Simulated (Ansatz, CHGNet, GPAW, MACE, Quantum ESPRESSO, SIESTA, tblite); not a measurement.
## Random packing of 71HfO2-29Hf3N4 (mol %) (71 atoms) in tblite

Aim: run random packing of 71HfO2-29Hf3N4 (mol %) (71 atoms) in tblite and see how near its forces come to a plane-wave reference, and at what cost.

Calculated with tblite 0.8.0; the method is named at each step.

### Step 1. The structure

The cell holds 71 atoms: 27 Hf, 24 O and 20 N. Cell: a = 9.912 Å, b = 9.912 Å, c = 9.912 Å, α = 90.0°, β = 90.0°, γ = 90.0°. 71 atoms (27 Hf, 24 O, 20 N) packed at random in a cube at 9.35 g/cm³ and pushed apart as soft spheres, cations and anions kept from their own kind; a start for melting by ab initio MD, not an equilibrated structure. Then every atom was moved at random, 0.02 Å r.m.s. a Cartesian component.

The yardstick, on the same geometry:

* method: Kohn-Sham DFT, PBE, SSSP efficiency 1.3.0 pseudopotentials, plane waves (Quantum ESPRESSO 7.5); sssp-pbe-1.3.0-efficiency, cutoffs 60/480 Ry, Γ point
* r.m.s. force component: 2.336 eV/Å
* longest force: 8.896 eV/Å
* pressure: -12.9 GPa
* time: 7.6 min on 4 MPI ranks of Arm Neoverse V1, shared host
* CPU time: 30 min

### Step 2. GFN1-xTB

Method: GFN1-xTB tight binding, diagonalisation.

run.py

```python
import numpy as np
from ase.io import read
from tblite.ase import TBLite

atoms = read("structure.xyz")
atoms.calc = TBLite(method="GFN1-xTB", electronic_temperature=580, accuracy=1.0, max_iterations=250, mixer_damping=0.4, verbosity=1)
energy = atoms.get_potential_energy()
forces = atoms.get_forces()
print(f"energy {energy:.6f} eV")
print("forces (eV/A)")
for i, (a, f) in enumerate(zip(atoms, forces)):
    print(f"{i:4d} {a.symbol:2s} {f[0]:10.5f} {f[1]:10.5f} {f[2]:10.5f}")
stress = -atoms.get_stress(voigt=False) * 160.21766
print("stress (GPa, compression positive)")
for row in stress:
    print(" ".join(f"{x:10.4f}" for x in row))
print("charges (e)")
print(np.array2string(atoms.get_charges(), precision=4, suppress_small=True, max_line_width=110, threshold=100000))
```

structure.xyz

```xyz
71
Lattice="9.91160 0.00000 0.00000 0.00000 9.91160 0.00000 0.00000 0.00000 9.91160" Properties=species:S:1:pos:R:3 pbc="T T T"
Hf 3.99576 2.82183 3.09965
Hf 3.18212 9.66579 0.80859
Hf 3.35458 0.40717 7.24151
Hf 5.77341 6.36929 7.15211
Hf 8.14159 7.65582 1.05182
Hf 3.27341 5.64951 7.75424
Hf 8.81131 7.18591 6.81958
Hf 9.00419 2.88319 3.28342
Hf 4.93072 0.04183 4.86679
Hf 7.55155 2.44579 6.46127
Hf 9.16734 9.83092 7.32913
Hf 5.04659 5.75398 2.50754
Hf 3.42168 7.60963 3.55747
Hf 6.51797 3.52328 2.55115
Hf 1.27612 1.39496 8.55579
Hf 2.71865 2.40911 0.76636
Hf 6.06778 8.87663 9.81288
Hf 5.40093 0.33927 2.22595
Hf 2.88467 2.34816 5.45247
Hf 2.35579 7.41645 9.53625
Hf 5.92327 3.24645 8.43884
Hf 3.10937 7.87506 6.26383
Hf 8.30880 3.41861 0.53770
Hf 7.89300 4.83428 7.70587
Hf 0.35028 5.99949 0.76904
Hf 9.21828 0.26286 3.26448
Hf 0.95915 8.20244 4.30946
O 7.83343 1.11833 1.39922
O 0.91831 3.40424 4.77739
O 8.62735 9.65737 9.74697
O 8.33298 5.39568 1.99729
O 4.16674 5.51828 5.42769
O 8.57710 8.67721 4.95045
O 7.23646 0.58637 5.00952
O 1.94347 6.17780 4.96809
O 0.74248 3.66709 0.76012
O 6.06808 2.49019 4.61306
O 8.13217 4.89296 4.23493
O 3.70733 2.41427 8.50584
O 6.53997 6.39586 4.24157
O 9.76233 3.01293 7.10592
O 5.49182 1.38782 6.91641
O 1.88073 0.11716 5.45881
O 4.27824 3.75075 6.77884
O 1.57644 7.44510 2.17114
O 6.57208 1.25659 9.52049
O 0.89769 9.45150 0.20220
O 1.12001 6.66862 7.53044
O 3.28411 0.06056 3.18916
O 6.96617 6.81819 9.11956
O 9.55637 7.52687 9.01272
N 0.53850 5.03133 2.96595
N 5.08534 2.37908 1.00454
N 8.67295 1.80778 8.73440
N 1.10197 1.55057 2.29414
N 6.38049 4.84301 0.21984
[... 11 atom lines left out ...]
N 0.19902 4.72268 8.63935
N 9.89257 5.28952 5.70730
N 9.45309 1.39516 5.43631
N 6.87042 8.79367 3.46529
```

Launch:

```console
> OMP_NUM_THREADS=1 python run.py > output.txt
```

What it wrote:

```text
------------------------------------------------------------
  cycle        total energy    energy error   density error
------------------------------------------------------------
      1     -126.4838302515  -1.2733814E+02   1.6120060E+00
      2     -31.10809328349   9.5375737E+01   3.7007054E+00
      3     -109.6190931834  -7.8511000E+01   2.0423954E+00
      4     -145.9233701282  -3.6304277E+01   1.2838794E+00
      5     -167.0754581423  -2.1152088E+01   1.0664626E+00
      6     -167.9438169402  -8.6835880E-01   9.5209395E-01
      7     -192.8269175688  -2.4883101E+01   6.3809481E-01
      8     -188.5078828833   4.3190347E+00   6.0994461E-01
      9     -193.6665274215  -5.1586445E+00   6.1467966E-01
     10     -196.3222390397  -2.6557116E+00   5.7458102E-01
     11     -191.7924643139   4.5297747E+00   6.3185814E-01
     12     -198.6538231633  -6.8613588E+00   3.5615853E-01
     13     -197.5429388206   1.1108843E+00   3.7851586E-01
     14     -202.2696276125  -4.7266888E+00   2.3742676E-01
     15     -201.3347309172   9.3489670E-01   2.6179735E-01
     16     -202.1674952331  -8.3276432E-01   1.9582164E-01
     17     -202.6300250346  -4.6252980E-01   1.7646850E-01
     18     -203.0675169178  -4.3749188E-01   1.3471442E-01
     19     -202.4954496658   5.7206725E-01   1.6253089E-01
     20     -203.4927157737  -9.9726611E-01   8.9719047E-02
     21     -203.5502543913  -5.7538618E-02   7.6038845E-02
     22     -203.6753599536  -1.2510556E-01   5.2247608E-02
     23     -203.6933159890  -1.7956035E-02   4.2928502E-02
     24     -203.7338827270  -4.0566738E-02   2.5445194E-02
[...]
39     -203.7596741530  -1.3758949E-06   2.0917101E-04
     40     -203.7596748133  -6.6028181E-07   1.5036138E-04
     41     -203.7596751743  -3.6103791E-07   1.0778083E-04
     42     -203.7596753409  -1.6652407E-07   7.5141837E-05
     43     -203.7596754672  -1.2635948E-07   4.8990844E-05
     44     -203.7596754964  -2.9198787E-08   3.5667122E-05
     45     -203.7596755104  -1.3985272E-08   2.7104193E-05
     46     -203.7596755290  -1.8647711E-08   1.5230909E-05
------------------------------------------------------------
 total:                                   4.440 sec
energy -5544.583187 eV
forces (eV/A)
   0 Hf   -1.40643    3.07218    0.39599
   1 Hf   -3.38147   -2.13607    0.62440
   2 Hf    6.55583    0.71240    4.73444
   3 Hf    1.60357    5.24139   -4.19543
   4 Hf    1.52858    0.70750    3.21126
   5 Hf   -4.20721  -12.68799   -0.62341
   6 Hf    2.82354    0.03265   -3.86949
   7 Hf    8.24938    8.20571    5.57547
   8 Hf    4.11690   -0.62829    4.31086
   9 Hf    2.52463   -6.94586   -8.10348
  10 Hf   -2.63476    3.16601    0.62497
  11 Hf    0.71045    2.14672   -1.39684
  12 Hf    2.74502   -0.65526   -4.40138
  13 Hf   -0.43511   -0.70591    1.73518
  14 Hf   -6.50031    3.54379    2.06202
  15 Hf   -2.71995    7.28712   -1.89195
  16 Hf   -2.32639    2.21998   -7.25154
  17 Hf    6.03754    1.64976   -0.37206
  18 Hf   -6.61526    6.12127    3.35751
  19 Hf   -1.30473    1.86882   -1.00695
  20 Hf  -11.21549   -4.37627    6.79978
  21 Hf   -1.27933   -2.75011   -0.42240
  22 Hf    3.69012   -0.88138   -5.54730
  23 Hf   10.45876    0.16418    2.13992
[...]
63 N     1.22232    1.58150   -0.77818
  64 N     0.38481   -0.48819   -1.51446
  65 N    -1.61830   -0.40320    2.24741
  66 N    -0.46667    1.46324    1.06376
  67 N    -1.57635    1.04006    0.94166
  68 N    -1.58627    1.17477   -0.09235
  69 N    -1.21866   -0.40487   -0.07137
  70 N    -1.76936    1.43974   -2.49083
stress (GPa, compression positive)
   25.4637    -5.2955    -6.9117
   -5.2955    29.8079     1.1963
   -6.9117     1.1963    19.7091
charges (e)
[ 0.5968  0.6252  0.6996  0.7981  0.9419  0.8766  0.902   0.8957  0.7347  0.9593  0.9437  0.8277  0.7598
  0.7045  0.8169  0.7617  0.8788  0.6325  0.898   0.8206  0.8945  0.6223  0.8375  0.6149  0.9664  0.9004
  0.8887 -0.6046 -0.5292 -0.5059 -0.5972 -0.5971 -0.5383 -0.5632 -0.5243 -0.6292 -0.6306 -0.4661 -0.6363
 -0.5136 -0.5531 -0.5903 -0.7317 -0.541  -0.6724 -0.5581 -0.603  -0.6012 -0.7408 -0.6656 -0.5995 -0.1025
 -0.6302 -0.3308 -0.5424 -0.5548 -0.4255 -0.2862 -0.3339 -0.4509 -0.1892 -0.6602 -0.5575 -0.2239 -0.2859
 -0.2755 -0.6627 -0.3293 -0.0447 -0.3901 -0.3301]
```

Elapsed: 5.2 s, on 1 thread of Arm Neoverse V1, shared host; peak memory 0.12 GiB.

Banners, paths, timers and routine set-up lines are dropped from the logs unmarked, and long logs keep their key lines alone; longer cuts are marked.

Compared with the plane-wave run:

```yaml
r_m_s_force_component: 2.974 eV/Å
r_m_s_difference_of_force_components: 1224 meV/Å
longest_difference_of_force_vectors: 5082 meV/Å
force_difference_over_r_m_s_force: 52.41 %
slope_of_forces_against_the_reference_s: 1.173
correlation_of_force_components: 0.9215
pressure: 24.99 GPa
pressure_difference: 37.89 GPa
```

Length of the force difference by element (eV/Å):

```tsv
element	atoms	mean	most
Hf	27	2.9	5.1
N	20	1.1	1.9
O	24	0.90	1.8
```

The surroundings of Hf21, which bears the longest force, nearest first, numbered as they follow in the input and with coordinates relative to it.

```tsv
atom	x	y	z	distance (Å)	bonds	Mulliken charge (e)	Fx	Fy	Fz (eV/Å)
Hf21	0.00	0.00	0.00	0.00	6	0.89	-11.22	-4.38	6.80
O46	0.65	-1.99	1.08	2.36	2	-0.56	-1.98	0.37	-2.17
O39	-2.22	-0.83	0.07	2.37	4	-0.64	-0.57	-1.95	2.40
N56	0.46	1.60	1.69	2.37	5	-0.55	0.80	-3.67	0.31
O44	-1.65	0.50	-1.66	2.39	3	-0.54	0.18	-0.12	0.69
O42	-0.43	-1.86	-1.52	2.44	4	-0.59	-0.40	-0.39	-0.22
Hf24	1.97	1.59	-0.73	2.63	6	0.61	10.46	0.16	2.14
Hf10	1.63	-0.80	-1.98	2.68	7	0.96	2.52	-6.95	-8.10
N53	-0.84	-0.87	2.48	2.76	5	-0.63	-1.15	0.21	3.00
```

Atoms are counted from 1 here, from 0 in the log.

Forces lie 52 % from the reference's, at 0.0028 times its CPU time (on 1 against 4 cores).

The difference per atom is largest on Hf (2.9 eV/Å on average, against 1.1 on N).

### Step 3. Outcome

| Item | Value |
| --- | --- |
| force difference from the reference | tblite GFN1-xTB, 52 % |
| its CPU time | 5.2 s |

What this shows: Tight binding differs by 52 % (tblite GFN1-xTB); it is another model, with fitted parameters of its own, and the xTB methods hold dispersion. One electronic-structure run takes under half the reference's CPU time: tblite GFN1-xTB, at 52 % in 5.2 s against 30 min; its pressure misses by +37.9 GPa. Periodic xTB results under one method name differ between programs and library versions. The reference's pressure holds the uncorrected Pulay stress of its 60 Ry basis, so small pressure differences, and their order, may be the reference's own error. The reference's stress is far from hydrostatic: its diagonal is -13.1, -9.2, -16.3 GPa, compression counted positive. The reference's pressure of -13 GPa belongs to a cell and atoms that aren't relaxed at this level. The electronic-structure runs sample only Γ, in a cell whose shortest periodic width is 10 Å, which is coarse for a cell with partly filled levels. Spin–orbit coupling is left out, which matters for the levels of the heavy elements.

[Also dropped from logs without a mark: logging warnings of Python, and SIESTA's first energy breakdown and zero terms.]

[Logs are printed without paths, hosts, clocks, repeated set-up lines and the standing remarks that a program may print on its own settings, such as how far it seeks lower states.]

[Hosts, paths, dates, database ids (printed as entryN), source tags and the programs' standing remarks are cut or masked in the printed files.]
